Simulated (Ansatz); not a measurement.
## Dielectric function and optical constants of Moissanite 6O SiC

Wanted: where Moissanite 6O SiC starts to absorb, how strongly, and its refractive index.

Method: DFT, PBE, plane-wave PAW, default files, scalar-relativistic, independent-particle optical response without local fields, in Ansatz 0.2.0.

This is a report of a sequence of runs, with most program output left out.

### 1. Starting point

It takes space group Cmc2_1 (No. 36, orthorhombic). Conventional cell: a = 3.078 Å, b = 5.335 Å, c = 15.122 Å, α = 90.00°, β = 90.00°, γ = 90.00°. Si has 4 C at 1.87 to 1.92 Å nearest. Nearest to Si lie 4 C at 1.87 to 1.92 Å. Si has 4 C at 1.87 to 1.91 Å nearest. C has 4 Si at 1.87 to 1.91 Å nearest. Nearest to C lie 4 Si at 1.87 to 1.92 Å. Nearest to C lie 4 Si at 1.87 to 1.92 Å. Farther neighbours are not listed.

### 2. Ground state and bands

The self-consistent density comes first; it also tells whether there is a gap, which decides the occupations and the need for a Drude term.

This step: DFT, PBE, plane-wave PAW, default files, scalar-relativistic, ground state (Ansatz 0.2.0).

input.yaml reads:

```yaml
crystal:
  lattice:
    - [1.5389, -2.6675, 0.0]
    - [1.5389, 2.6675, 0.0]
    - [0.0, 0.0, 15.1219]
  atoms:
    - { symbol: Si, position: [0.1643, 0.8357, 0.80876] }
    - { symbol: Si, position: [0.8357, 0.1643, 0.30876] }
    - { symbol: Si, position: [0.4993, 0.5007, 0.9759] }
    - { symbol: Si, position: [0.5007, 0.4993, 0.4759] }
    - { symbol: Si, position: [0.8327, 0.1673, 0.642] }
    - { symbol: Si, position: [0.1673, 0.8327, 0.142] }
    - { symbol: C, position: [0.171, 0.829, 0.6832] }
    - { symbol: C, position: [0.829, 0.171, 0.1832] }
    - { symbol: C, position: [0.84, 0.16, 0.5183] }
    - { symbol: C, position: [0.16, 0.84, 0.0183] }
    - { symbol: C, position: [0.504, 0.496, 0.8497] }
    - { symbol: C, position: [0.496, 0.504, 0.3497] }
kpoints:
  mp_grid: { grid: [8, 8, 2] }
  band_path:
    path:
      - [[0.0, 0.0, 0.0], [0.33320548, 0.33320548, 0.0], [0.0, 0.5, 0.0], [0.0, 0.5, 0.5], [0.33320548, 0.33320548, 0.5], [0.0, 0.0, 0.5], [0.0, 0.0, 0.0], [-0.5, 0.5, 0.0], [-0.33320548, 0.66679452, 0.0], [-0.33320548, 0.66679452, 0.5], [-0.5, 0.5, 0.5], [-0.5, 0.5, 0.0]]
      - [[0.0, 0.0, 0.5], [-0.5, 0.5, 0.5]]
    npoints: 5
scf:
  occupations: { method: fermi_dirac, width: 0.05 }
  n_extra_bands: 16
hamiltonian:
  xc: pbe
  pseudopotentials: { kind: paw }
output:
  forces: true
  stress: true
  populations: true
  write_bands: true
```

On the command line:

```console
$ ansatz run input.yaml --threads 4 --pin off --max-ram 8192MiB --backend cpu --events-out ev --progress --plain --runs-dir out
```

The job ended after 10 s (4 threads of Arm Neoverse V1, shared host; peak memory 0.55 GiB; 40 s of CPU time).

This step gave:

| Quantity | Value |
| --- | --- |
| free energy | -5322.8799 eV |
| Fermi energy | 10.56 eV |
| gap by band count | 1.878 eV |
| electrons | 48 |
| symmetry operations | 4 |
| pressure | 3.374 GPa |
| gap on the k-mesh | 1.878 eV |
| volume | 124.2 Å³ |
| gap on the path | 1.878 eV |
| least direct gap on the path | 3.120 eV |

There is a gap, 1.88 eV on the path, so no carriers' term is needed. The cell is left with a pressure of 3.4 GPa and forces up to 0.73 eV/Å, as it stands unrelaxed at this level.

Electronic bands along the path, in eV, zero at the Fermi level; v1 is the highest filled band, c1 the lowest empty one:

| point | v4 | v3 | v2 | v1 | c1 | c2 | c3 | c4 |
| --- | --- | --- | --- | --- | --- | --- | --- | --- |
| Γ | -1.26 | -1.15 | -1.04 | -0.93 | 4.15 | 4.30 | 4.75 | 5.24 |
| 0.60 of the way | -3.33 | -2.96 | -2.29 | -2.04 | 3.29 | 3.51 | 3.68 | 3.93 |
| X | -4.19 | -3.25 | -3.15 | -3.06 | 2.42 | 2.47 | 2.75 | 4.08 |
| 0.60 of the way | -3.20 | -3.10 | -2.90 | -2.75 | 1.67 | 2.21 | 3.41 | 3.53 |
| S | -2.84 | -2.81 | -2.65 | -2.09 | 1.03 | 1.18 | 2.19 | 2.85 |
| 0.40 of the way | -3.03 | -2.72 | -2.54 | -2.12 | 1.02 | 1.15 | 2.24 | 2.70 |
| R | -2.76 | -2.76 | -2.29 | -2.29 | 1.05 | 1.05 | 2.42 | 2.42 |
| 0.40 of the way | -3.46 | -3.46 | -2.59 | -2.59 | 1.92 | 1.92 | 3.37 | 3.37 |
| A | -3.67 | -3.67 | -3.29 | -3.29 | 2.63 | 2.63 | 3.33 | 3.33 |
| 0.40 of the way | -3.49 | -3.49 | -2.09 | -2.09 | 3.26 | 3.26 | 3.86 | 3.86 |
| Z | -1.24 | -1.24 | -1.02 | -1.02 | 4.21 | 4.21 | 4.97 | 4.97 |
| 0.40 of the way | -1.33 | -1.18 | -1.10 | -0.96 | 4.17 | 4.26 | 4.84 | 5.12 |
| Γ | -1.26 | -1.15 | -1.04 | -0.93 | 4.15 | 4.30 | 4.75 | 5.24 |
| 0.40 of the way | -2.05 | -2.00 | -1.51 | -1.49 | 3.22 | 3.57 | 3.78 | 4.44 |
| Y | -2.94 | -2.86 | -2.64 | -2.22 | 0.95 | 1.18 | 2.17 | 2.80 |
| 0.60 of the way | -3.52 | -3.26 | -3.18 | -2.87 | 1.93 | 2.70 | 3.29 | 4.05 |
| X1 | -4.19 | -3.25 | -3.15 | -3.06 | 2.42 | 2.47 | 2.75 | 4.08 |
| 0.40 of the way | -4.08 | -3.32 | -3.20 | -3.12 | 2.48 | 2.52 | 2.85 | 3.91 |
| A1 | -3.67 | -3.67 | -3.29 | -3.29 | 2.63 | 2.63 | 3.33 | 3.33 |
| 0.60 of the way | -3.53 | -3.53 | -2.62 | -2.62 | 1.91 | 1.91 | 3.33 | 3.33 |
| T | -2.73 | -2.73 | -2.42 | -2.42 | 1.02 | 1.02 | 2.36 | 2.36 |
| 0.40 of the way | -2.97 | -2.63 | -2.59 | -2.29 | 0.96 | 1.11 | 2.25 | 2.54 |
| Y | -2.94 | -2.86 | -2.64 | -2.22 | 0.95 | 1.18 | 2.17 | 2.80 |
| jump to Z | -1.24 | -1.24 | -1.02 | -1.02 | 4.21 | 4.21 | 4.97 | 4.97 |
| 0.40 of the way | -1.84 | -1.84 | -1.64 | -1.64 | 3.35 | 3.35 | 4.14 | 4.14 |
| T | -2.73 | -2.73 | -2.42 | -2.42 | 1.02 | 1.02 | 2.36 | 2.36 |

### 3. Spectrum

The spectrum is a sum over vertical transitions between filled and empty bands at the fixed density, so many empty bands are needed.

This step: DFT, PBE, plane-wave PAW, default files, scalar-relativistic, independent-particle optical response without local fields (Ansatz 0.2.0).

input.yaml, the sections that differ from step 2:

```yaml
kpoints:
  mp_grid: { grid: [8, 8, 2] }
scf:
  occupations: { method: fixed }
output:
  optics:
    e_range: [0, 14]
    de: 0.05
    sigma: 0.15
    nscf_kmesh: { grid: [8, 8, 2] }
    bands: { spectra_wanted_up_to: 14 }
# crystal, hamiltonian: as in step 2
```

Elapsed: 1.9 min, on 4 threads; peak memory 1.7 GiB; 7.4 min of CPU time.

Numbers from this step:

```
electronic dielectric constant ε∞, mean over x, y and z (by symmetry where fewer were run)                                                          : 7.319
absorption onset, first axis (α over 10⁴ cm⁻¹, or the direct gap if that lies higher)                                                               : 3.669 eV
main peak of Im epsilon, first axis                                                                                                                 : 6.913 eV
photocurrent from vertical transitions in a film 500 nm thick on a perfect mirror (two passes), AM1.5G, no front reflection, all carriers collected : 0.4838 mA/cm²
least direct gap on the mesh                                                                                                                        : 3.120 eV
bands summed                                                                                                                                        : 73
spectra valid up to                                                                                                                                 : 18.90 eV
program's estimate of the k-sum error in Im epsilon                                                                                                 : 0.05 %
electrons in the f-sum                                                                                                                              : 39.00
```

Im ε against photon energy; read off at these points:

| photon energy (eV) | E ∥ x | E ∥ y | E ∥ z |
| --- | --- | --- | --- |
| 2.50 | 0 | 0 | 0 |
| 3.00 | 0.00118 | 0.00355 | 5.8e-4 |
| 3.50 | 0.0620 | 0.128 | 0.281 |
| 4.00 | 0.430 | 0.402 | 2.20 |
| 4.50 | 0.808 | 0.797 | 2.81 |
| 5.00 | 2.32 | 2.45 | 3.66 |
| 5.50 | 7.30 | 7.66 | 7.98 |
| 6.00 | 13.1 | 13.6 | 13.6 |
| 6.50 | 16.1 | 17.5 | 13.1 |
| 6.80 | 19.2 | 21.4 | 16.1 |
| 6.90 | 19.9 | 20.9 | 15.9 |
| 7.00 | 19.4 | 18.9 | 15.4 |
| 7.50 | 13.0 | 13.0 | 14.7 |
| 8.00 | 13.6 | 13.3 | 16.2 |
| 8.20 | 14.5 | 13.8 | 16.6 |
| 8.50 | 12.8 | 11.9 | 13.9 |
| 9.00 | 9.91 | 9.64 | 8.65 |
| 9.50 | 7.92 | 7.82 | 6.81 |
| 10.00 | 5.98 | 5.87 | 5.90 |
| 10.50 | 4.63 | 4.55 | 4.13 |
| 11.00 | 3.67 | 3.59 | 3.35 |
| 11.50 | 3.18 | 3.09 | 2.88 |
| 12.00 | 2.74 | 2.69 | 2.72 |
| 12.50 | 2.29 | 2.20 | 2.50 |
| 13.00 | 1.99 | 1.93 | 2.09 |
| 13.50 | 1.69 | 1.67 | 1.65 |
| 14.00 | 1.48 | 1.47 | 1.32 |

Table of Re ε by photon energy:

| photon energy (eV) | E ∥ x | E ∥ y | E ∥ z |
| --- | --- | --- | --- |
| 0.0 | 7.20 | 7.28 | 7.48 |
| 0.5 | 7.23 | 7.31 | 7.52 |
| 1.0 | 7.32 | 7.41 | 7.63 |
| 1.5 | 7.48 | 7.57 | 7.82 |
| 2.0 | 7.73 | 7.83 | 8.12 |
| 2.5 | 8.08 | 8.20 | 8.57 |
| 3.0 | 8.60 | 8.75 | 9.28 |
| 3.5 | 9.41 | 9.59 | 10.8 |
| 4.0 | 10.4 | 10.5 | 11.4 |
| 4.5 | 12.0 | 12.2 | 11.5 |
| 5.0 | 14.7 | 15.2 | 13.5 |
| 5.5 | 16.5 | 16.7 | 15.2 |
| 6.0 | 15.2 | 15.5 | 12.8 |
| 6.5 | 11.4 | 11.4 | 10.5 |
| 7.0 | 3.00 | 0.536 | 5.33 |
| 7.5 | 0.418 | -0.127 | 4.04 |
| 8.0 | 1.32 | 0.325 | 0.150 |
| 8.5 | -3.23 | -3.25 | -5.86 |
| 9.0 | -4.85 | -4.52 | -6.07 |
| 9.5 | -4.99 | -4.96 | -4.75 |
| 10.0 | -4.91 | -4.89 | -4.80 |
| 10.5 | -4.45 | -4.43 | -4.53 |
| 11.0 | -3.86 | -3.87 | -3.68 |
| 11.5 | -3.25 | -3.24 | -2.94 |
| 12.0 | -3.10 | -3.09 | -2.72 |
| 12.5 | -2.79 | -2.74 | -2.71 |
| 13.0 | -2.47 | -2.42 | -2.59 |
| 13.5 | -2.27 | -2.23 | -2.39 |
| 14.0 | -2.03 | -2.01 | -2.03 |

Values under 1 per cm are given as 1. Absorption coefficient against photon energy:

| photon energy (eV) | E ∥ x (1/cm) | E ∥ y (1/cm) | E ∥ z (1/cm) |
| --- | --- | --- | --- |
| 0.0 | 1 | 1 | 1 |
| 0.5 | 1 | 1 | 1 |
| 1.0 | 1 | 1 | 1 |
| 1.5 | 1 | 1 | 1 |
| 2.0 | 1 | 1 | 1 |
| 2.5 | 1 | 1 | 1 |
| 3.0 | 61.3 | 182 | 28.9 |
| 3.5 | 3587 | 7305 | 15184 |
| 4.0 | 27019 | 25129 | 1.3e5 |
| 4.5 | 53122 | 51937 | 1.9e5 |
| 5.0 | 1.5e5 | 1.6e5 | 2.5e5 |
| 5.5 | 4.9e5 | 5.1e5 | 5.5e5 |
| 6.0 | 9.5e5 | 9.7e5 | 1.0e6 |
| 6.5 | 1.3e6 | 1.4e6 | 1.2e6 |
| 7.0 | 2.0e6 | 2.1e6 | 1.7e6 |
| 7.5 | 1.9e6 | 1.9e6 | 1.8e6 |
| 8.0 | 2.0e6 | 2.1e6 | 2.3e6 |
| 8.5 | 2.5e6 | 2.4e6 | 2.8e6 |
| 9.0 | 2.6e6 | 2.5e6 | 2.6e6 |
| 9.5 | 2.6e6 | 2.6e6 | 2.5e6 |
| 10.0 | 2.5e6 | 2.5e6 | 2.5e6 |
| 10.5 | 2.5e6 | 2.5e6 | 2.5e6 |
| 11.0 | 2.4e6 | 2.4e6 | 2.3e6 |
| 11.5 | 2.3e6 | 2.3e6 | 2.2e6 |
| 12.0 | 2.3e6 | 2.3e6 | 2.2e6 |
| 12.5 | 2.3e6 | 2.2e6 | 2.3e6 |
| 13.0 | 2.2e6 | 2.2e6 | 2.3e6 |
| 13.5 | 2.2e6 | 2.2e6 | 2.2e6 |
| 14.0 | 2.1e6 | 2.1e6 | 2.1e6 |

The reflectivity at normal incidence has structure finer than the step of the table below, so its rows give means over 0.5 eV, whole bins alone (the curve runs from 0 to 14 eV). Peaks (eV: height): E ∥ x 7.05: 51.0, 10.55: 57.8; E ∥ y 6.95: 52.5, 10.55: 57.9; E ∥ z 10.45: 60.0.

The reflectivity at normal incidence by photon energy; means over each step:

| photon energy (eV) | E ∥ x (%) | E ∥ y (%) | E ∥ z (%) |
| --- | --- | --- | --- |
| 0.5 | 21.0 | 21.2 | 21.7 |
| 1.0 | 21.2 | 21.4 | 21.9 |
| 1.5 | 21.6 | 21.8 | 22.4 |
| 2.0 | 22.2 | 22.4 | 23.1 |
| 2.5 | 23.0 | 23.3 | 24.1 |
| 3.0 | 24.2 | 24.5 | 25.6 |
| 3.5 | 25.9 | 26.2 | 28.4 |
| 4.0 | 27.8 | 28.0 | 30.1 |
| 4.5 | 30.6 | 31.0 | 30.8 |
| 5.0 | 34.8 | 35.4 | 33.9 |
| 5.5 | 39.2 | 39.7 | 38.4 |
| 6.0 | 42.7 | 43.4 | 41.6 |
| 6.5 | 45.0 | 46.7 | 41.8 |
| 7.0 | 49.9 | 51.2 | 44.9 |
| 7.5 | 46.2 | 46.9 | 45.4 |
| 8.0 | 46.0 | 46.8 | 50.5 |
| 8.5 | 51.9 | 51.6 | 57.5 |
| 9.0 | 54.4 | 53.6 | 58.7 |
| 9.5 | 55.5 | 55.5 | 55.8 |
| 10.0 | 57.2 | 57.3 | 57.1 |
| 10.5 | 57.7 | 57.8 | 59.6 |
| 11.0 | 57.3 | 57.7 | 57.8 |
| 11.5 | 55.4 | 55.7 | 54.3 |
| 12.0 | 56.0 | 56.3 | 52.5 |
| 12.5 | 56.4 | 56.7 | 53.7 |
| 13.0 | 56.0 | 55.8 | 56.1 |
| 13.5 | 56.5 | 56.2 | 58.7 |

Refractive index n and extinction k against photon energy:

| photon energy (eV) | n, E ∥ x | k, E ∥ x | n, E ∥ y | k, E ∥ y |
| --- | --- | --- | --- | --- |
| 0.0 | 2.68 | 0 | 2.70 | 0 |
| 0.5 | 2.69 | 0 | 2.70 | 0 |
| 1.0 | 2.71 | 0 | 2.72 | 0 |
| 1.5 | 2.74 | 0 | 2.75 | 0 |
| 2.0 | 2.78 | 0 | 2.80 | 0 |
| 2.5 | 2.84 | 0 | 2.86 | 0 |
| 3.0 | 2.93 | 2.0e-4 | 2.96 | 6.0e-4 |
| 3.5 | 3.07 | 0.0101 | 3.10 | 0.0206 |
| 4.0 | 3.22 | 0.0666 | 3.24 | 0.0620 |
| 4.5 | 3.47 | 0.116 | 3.50 | 0.114 |
| 5.0 | 3.85 | 0.301 | 3.92 | 0.313 |
| 5.5 | 4.16 | 0.878 | 4.19 | 0.914 |
| 6.0 | 4.20 | 1.56 | 4.26 | 1.60 |
| 6.5 | 3.94 | 2.04 | 4.02 | 2.17 |
| 7.0 | 3.37 | 2.89 | 3.11 | 3.03 |
| 7.5 | 2.60 | 2.51 | 2.53 | 2.56 |
| 8.0 | 2.73 | 2.48 | 2.61 | 2.55 |
| 8.5 | 2.23 | 2.87 | 2.14 | 2.80 |
| 9.0 | 1.76 | 2.82 | 1.75 | 2.75 |
| 9.5 | 1.48 | 2.68 | 1.47 | 2.67 |
| 10.0 | 1.19 | 2.51 | 1.17 | 2.50 |
| 10.5 | 0.992 | 2.33 | 0.980 | 2.32 |
| 11.0 | 0.857 | 2.14 | 0.839 | 2.14 |
| 11.5 | 0.806 | 1.97 | 0.785 | 1.96 |
| 12.0 | 0.721 | 1.90 | 0.709 | 1.89 |
| 12.5 | 0.639 | 1.79 | 0.623 | 1.77 |
| 13.0 | 0.591 | 1.68 | 0.582 | 1.66 |
| 13.5 | 0.531 | 1.60 | 0.528 | 1.58 |
| 14.0 | 0.489 | 1.51 | 0.489 | 1.50 |

At chosen wavelengths:

| wavelength (nm) | n x | k x | R (%) x | 1/α x | n y | k y | R (%) y | 1/α y |
| --- | --- | --- | --- | --- | --- | --- | --- | --- |
| 1550 | 2.70 | 0.000 | 21.1 | over 1 mm | 2.71 | 0.000 | 21.3 | over 1 mm |
| 1064 | 2.71 | 0.000 | 21.3 | over 1 mm | 2.73 | 0.000 | 21.5 | over 1 mm |
| 800 | 2.74 | 0.000 | 21.6 | over 1 mm | 2.76 | 0.000 | 21.9 | over 1 mm |
| 633 | 2.78 | 0.000 | 22.1 | over 1 mm | 2.79 | 0.000 | 22.3 | over 1 mm |
| 532 | 2.82 | 0.000 | 22.7 | over 1 mm | 2.84 | 0.000 | 22.9 | over 1 mm |
| 365 | 3.03 | 0.007 | 25.4 | 4.3 µm | 3.06 | 0.013 | 25.8 | 2.2 µm |
| 308 | 3.23 | 0.067 | 27.8 | 364 nm | 3.25 | 0.062 | 28.1 | 393 nm |

Rows near the edge hang on the gap, which this functional as a rule makes too small, and phonon-assisted absorption is left out.

A film 1 µm thick would pass 63 % of daylight and look colourless, dimmed by reflection in transmission (x = 0.315, y = 0.332).

The f-sum over the summed bands holds 39.0 of the cell's 48 electrons outside the frozen cores. Up to 14 eV the strength has a mean oscillator energy of 7.9 eV, close to the main peak.

### 4. Static response with local fields

A static field by perturbation theory: the induced potential is included, and the Born charges come with it.

This step: DFT, PBE, plane-wave PAW, default files, scalar-relativistic, static field response by perturbation theory with local fields (Ansatz 0.2.0).

Changes to input.yaml since step 3:

```diff
@@ -25,8 +25,2 @@
   pseudopotentials: { kind: paw }
-output:
-  optics:
-    e_range: [0, 14]
-    de: 0.05
-    sigma: 0.15
-    nscf_kmesh: { grid: [8, 8, 2] }
-    bands: { spectra_wanted_up_to: 14 }
+dielectric: {}
```

Run time: 66 s. Hardware: 4 threads; peak memory 1.6 GiB; 4.1 min of CPU time.

Numbers from this step:

| Item | Value |
| --- | --- |
| electronic dielectric constant ε∞, mean over x, y and z (by symmetry where fewer were run) | 7.083 |

ε∞ with local fields:

```
6.96 0.00 0.00
0.00 7.04 0.00
0.00 0.00 7.25
```

Diagonal elements. Born, by row:

| atom | Z*xx (e) | Z*yy (e) | Z*zz (e) |
| --- | --- | --- | --- |
| Si1 | 2.699 | 2.702 | 2.867 |
| Si2 | 2.699 | 2.702 | 2.867 |
| Si3 | 2.684 | 2.686 | 2.597 |
| Si4 | 2.684 | 2.686 | 2.597 |
| Si5 | 2.72 | 2.722 | 2.819 |
| Si6 | 2.72 | 2.722 | 2.819 |
| C7 | -2.707 | -2.708 | -2.749 |
| C8 | -2.707 | -2.708 | -2.749 |
| C9 | -2.686 | -2.677 | -2.848 |
| C10 | -2.686 | -2.677 | -2.848 |
| C11 | -2.71 | -2.726 | -2.687 |
| C12 | -2.71 | -2.726 | -2.687 |

Mean Born charges are Si +2.72 and C -2.72, against formal valences of +4 and -4. They fall short of the ionic values, as in covalent bonds.

### 5. Summary of results

```
gap on the path                                                                                                                                     : 1.88 eV
least direct gap on the path                                                                                                                        : 3.12 eV
electronic dielectric constant ε∞, mean over x, y and z (by symmetry where fewer were run) (independent particles)                                  : 7.32
absorption onset, first axis (α over 10⁴ cm⁻¹, or the direct gap if that lies higher)                                                               : 3.67 eV
main peak of Im epsilon, first axis                                                                                                                 : 6.91 eV
photocurrent from vertical transitions in a film 500 nm thick on a perfect mirror (two passes), AM1.5G, no front reflection, all carriers collected : 0.484 mA/cm²
electronic dielectric constant ε∞, mean over x, y and z (by symmetry where fewer were run) (static response with local fields)                      : 7.08
```

At this level (PBE, independent particles) SiC has a mean ε∞ = 7.32 (7.08 with local fields) and n = 2.70 at 1550 nm (E ∥ x); absorption sets in near 3.7 eV, and Im ε peaks at 6.9 eV (E ∥ x). The gap is indirect (1.88 eV), so absorption without phonons can begin only at the direct gap of 3.12 eV. The absorption coefficient passes 10⁴ cm⁻¹ only at 3.67 eV, 0.55 eV above the least direct gap: the lowest transitions are weak or forbidden for this polarisation, or few states take part. Distinct maxima of Im ε, read by a parabola through the highest points, lie at 6.91 eV (20) and 8.21 eV (14) for E ∥ x. The static values by axis are 7.20 (x), 7.28 (y), 7.48 (z). The f-sum over the summed bands holds 39.0 of the cell's 48 electrons outside the frozen cores. Up to 14 eV the strength has a mean oscillator energy of 7.9 eV, close to the main peak. A film 1 µm thick would pass 63 % of daylight and look colourless, dimmed by reflection in transmission (x = 0.315, y = 0.332). With local fields and the functional's kernel the static response is 7.08 against 7.32 for independent particles (-3 %). In the base spectrum excitons and phonon-assisted transitions are missing, and so are local fields; PBE gaps are as a rule too small, which pulls the onset down and ε∞ up. In the base run ε includes the program's bounded estimate of what the bands above those summed add.

[Logs are printed without paths, hosts, clocks, repeated set-up lines and the standing remarks that a program may print on its own settings, such as how far it seeks lower states.]

[Hosts, paths, dates, database ids (printed as entryN), source tags and the programs' standing remarks are cut or masked in the printed files.]
